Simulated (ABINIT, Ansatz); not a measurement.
Computed results, one entry a study.

### LiHS (Ama2): G0W0 with ABINIT, start to end

Symmetry: Ama2, No. 40, orthorhombic system. The conventional cell has a = 6.157 Å, b = 5.618 Å, c = 5.515 Å, α = 90.00°, β = 90.00°, γ = 90.00°. Nearest to Li lie 4 S at 2.49 to 2.51 Å. Nearest to H lie 1 S at 1.35 Å. S has 1 H at 1.35 Å and 4 Li at 2.49 to 2.51 Å nearest. Farther neighbours, and contacts between anions beyond the nearest, are not listed.

```
method               : RPA screening on PBEsol, plane waves, norm-conserving pseudopotentials (and 2 further levels or steps)
program              : ABINIT 10.8.3
settings             : cutoff 33 Ha, PseudoDojo scalar-relativistic 0.4.1 standard, norm-conserving, ngkpt (2, 2, 2), nband 56, ecuteps 3.6 Ha, inclvkb 2, shiftk (0, 0, 0), symchi 1, awtr 1, frequency ppm, 2×2×2 k-mesh
cost                 : 5 runs, 95 s in all on 4 MPI ranks of Arm Neoverse V1, shared host
notes                : The program’s warnings: nkpt*nsppol () is not a multiple of nproc spkpt (). The cell and positions come from the Crystallography Open Database and are kept as given unless a step says otherwise. The 2×2×2 mesh is coarse for this cell, which bears on the long-range parts of exchange and screening.
PBEsol gap           : 3.33 eV, direct
G0W0 gap on the mesh : 5.44 eV
GW settings          : 2×2×2 mesh, 56 bands, screening to 98 eV, Godby-Needs plasmon pole
known limits         : short of the basis limit; coarse k mesh
```

G0W0 moves the gap on the mesh from 3.33 eV to 5.44 eV (+2.11 eV), with Z of 0.80 and 0.83 at the edges. Local fields lower the RPA ε∞ on this mesh from 4.62 to 3.73; a Γ-centred mesh this coarse tends to raise both, most where the direct gap is narrow, while a short band sum lowers them.

[Long decimals in the printed logs are rounded to 6 places.]

[Logs are printed without paths, hosts, clocks, repeated set-up lines and the standing remarks that a program may print on its own settings, such as how far it seeks lower states.]

[Paths, hosts, dates, memory and timing lines, banners, echoed tables and standing remarks are left out of the program output; an Ansatz launch command may be rebuilt from the run's recorded settings. Measured values are a selection of at most five: reports struck by readers or far from the other reports are left out. None is set beside runs whose start may be inverted or whose files or cutoffs have a known fault.]

[Runs of the session that timed out or met a known fault of the program may be left out.]

[Hosts, paths, dates, database ids (printed as entryN), source tags and the programs' standing remarks are cut or masked in the printed files.]

[G0W0 gaps are taken among the corrected bands and points alone; a level outside them can change the order at an edge.]

[Where Ansatz stands beside ABINIT at settings called matched, ABINIT's density can come from a denser mesh and the files from another edition; pairs whose starting gaps differed by over 0.03 eV were left out, so agreement reads better than it is.]
